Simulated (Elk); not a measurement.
An input for Elk 11.2.3 (patched build) (KI (Fm-3m)):

```
tasks
  0

xctype
  20

rgkmax
  8.5

gmaxvr
  18.0

lmaxapw
  10

lmaxo
  8

nxlo
  2

lorbcnd
  .true.

autolinengy
  .true.

tshift
  .false.

spinorb
  .true.

ngridk
  4 4 4

swidth
  0.0005

maxscl
  80

vkloff
  0.05 0.15 0.25

nempty
  10

sppath
  './'

avec
  0.0000000000 6.6759772099 6.6759772099
  6.6759772099 0.0000000000 6.6759772099
  6.6759772099 6.6759772099 -0.0000000000

atoms
  2
  'K.in'
  1
  0.0000000000 0.0000000000 0.0000000000
  'I.in'
  1
  0.5000000000 0.5000000000 0.5000000000
```

```sh
OMP_NUM_THREADS=16 elk > log
```

Q: How long will it take on 16 threads of Arm Neoverse V1, shared host, and how much memory?

It took 56 s; on shared hardware allow 28 s to 1.9 min. Peak host memory was 0.82 GiB.

[Paths, hosts, dates, memory and timing lines, banners, echoed tables and standing remarks are left out of the program output.]

[Logs are printed without paths, hosts, clocks, repeated set-up lines and the standing remarks that a program may print on its own settings, such as how far it seeks lower states.]

[Runs of the session that timed out or met a known fault of the program may be left out.]

[Hosts, paths, dates, database ids (printed as entryN), source tags and the programs' standing remarks are cut or masked in the printed files.]
